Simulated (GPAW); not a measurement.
Two runs for the B K edge of atom 5 in Fe2B (I4/mcm). Run A: GPAW, LDA, excited-electron core hole (neutral cell), 18-atom cell with 5.1 Å between holes, 4×4×4 k points, dipole transitions, Gaussian full width 0.9 eV up to 4 eV, rising linearly to 3.5 eV at 25 eV. Run B has a fault in its input.

Energy from the lowest empty level; intensity scaled to a mean of 1 over the first 20 eV:

| E (eV) | A | B |
| --- | --- | --- |
| -2.0 | 0.00 | 0.38 |
| -1.5 | 0.00 | 0.45 |
| -1.0 | 0.00 | 0.54 |
| -0.5 | 0.06 | 0.63 |
| 0.0 | 0.37 | 0.72 |
| 0.5 | 0.78 | 0.82 |
| 1.0 | 1.01 | 0.91 |
| 1.5 | 1.23 | 1.00 |
| 2.0 | 1.43 | 1.09 |
| 2.5 | 1.64 | 1.17 |
| 3.0 | 1.55 | 1.24 |
| 3.5 | 1.25 | 1.30 |
| 4.0 | 1.46 | 1.35 |
| 4.5 | 1.96 | 1.38 |
| 5.0 | 2.23 | 1.41 |
| 5.5 | 1.84 | 1.42 |
| 6.0 | 1.37 | 1.42 |
| 6.5 | 1.26 | 1.41 |
| 7.0 | 1.16 | 1.39 |
| 7.5 | 0.96 | 1.36 |
| 8.0 | 0.92 | 1.33 |
| 8.5 | 1.09 | 1.29 |
| 9.0 | 1.26 | 1.24 |
| 9.5 | 1.36 | 1.19 |
| 10.0 | 1.43 | 1.14 |
| 10.5 | 1.42 | 1.09 |
| 11.0 | 1.22 | 1.03 |
| 11.5 | 0.88 | 0.98 |
| 12.0 | 0.59 | 0.92 |
| 12.5 | 0.45 | 0.87 |
| 13.0 | 0.44 | 0.83 |
| 13.5 | 0.46 | 0.79 |
| 14.0 | 0.47 | 0.75 |
| 14.5 | 0.45 | 0.72 |
| 15.0 | 0.42 | 0.69 |
| 15.5 | 0.41 | 0.67 |
| 16.0 | 0.44 | 0.65 |
| 16.5 | 0.50 | 0.64 |
| 17.0 | 0.59 | 0.63 |
| 17.5 | 0.66 | 0.63 |
| 18.0 | 0.70 | 0.62 |
| 18.5 | 0.71 | 0.62 |
| 19.0 | 0.69 | 0.61 |
| 19.5 | 0.66 | 0.60 |
| 20.0 | 0.61 | 0.60 |
| 20.5 | 0.56 | 0.59 |
| 21.0 | 0.50 | 0.59 |
| 21.5 | 0.45 | 0.58 |
| 22.0 | 0.41 | 0.58 |
| 22.5 | 0.39 | 0.58 |
| 23.0 | 0.39 | 0.58 |
| 23.5 | 0.41 | 0.58 |
| 24.0 | 0.44 | 0.59 |
| 24.5 | 0.49 | 0.59 |
| 25.0 | 0.54 | 0.60 |
| 25.5 | 0.58 | 0.61 |
| 26.0 | 0.61 | 0.61 |
| 26.5 | 0.63 | 0.62 |
| 27.0 | 0.64 | 0.63 |
| 27.5 | 0.64 | 0.63 |
| 28.0 | 0.64 | 0.63 |
| 28.5 | 0.63 | 0.63 |
| 29.0 | 0.62 | 0.63 |
| 29.5 | 0.62 | 0.63 |
| 30.0 | 0.61 | 0.62 |
| 30.5 | 0.60 | 0.61 |
| 31.0 | 0.59 | 0.60 |
| 31.5 | 0.56 | 0.59 |
| 32.0 | 0.53 | 0.58 |

The database entry behind the starting cell differs from later determinations by our own check (0.1 to 0.3 % short, probably kX units), so it need not match the best structure at ambient conditions.

Q: What went wrong in run B?

The broadening is far too large. The scaled spectrum changes by 29 % r.m.s. The highest intensity below 16 eV goes from 5.0 eV (2.23) to 5.8 eV (1.42). Other settings could leave a like mark; this is the one that was changed.

[Hosts, paths, dates, database ids (printed as entryN), source tags and the programs' standing remarks are cut or masked in the printed files.]

[Lists of maxima count a maximum above −3 eV only where it reaches 4 % of the highest in the window and stands out from its surroundings by 2 % of it (1.5 % where it reaches 55 %); shoulders and weaker maxima are passed over, and of the rest the first, up to two pre-edge ones and the few strongest are named.]
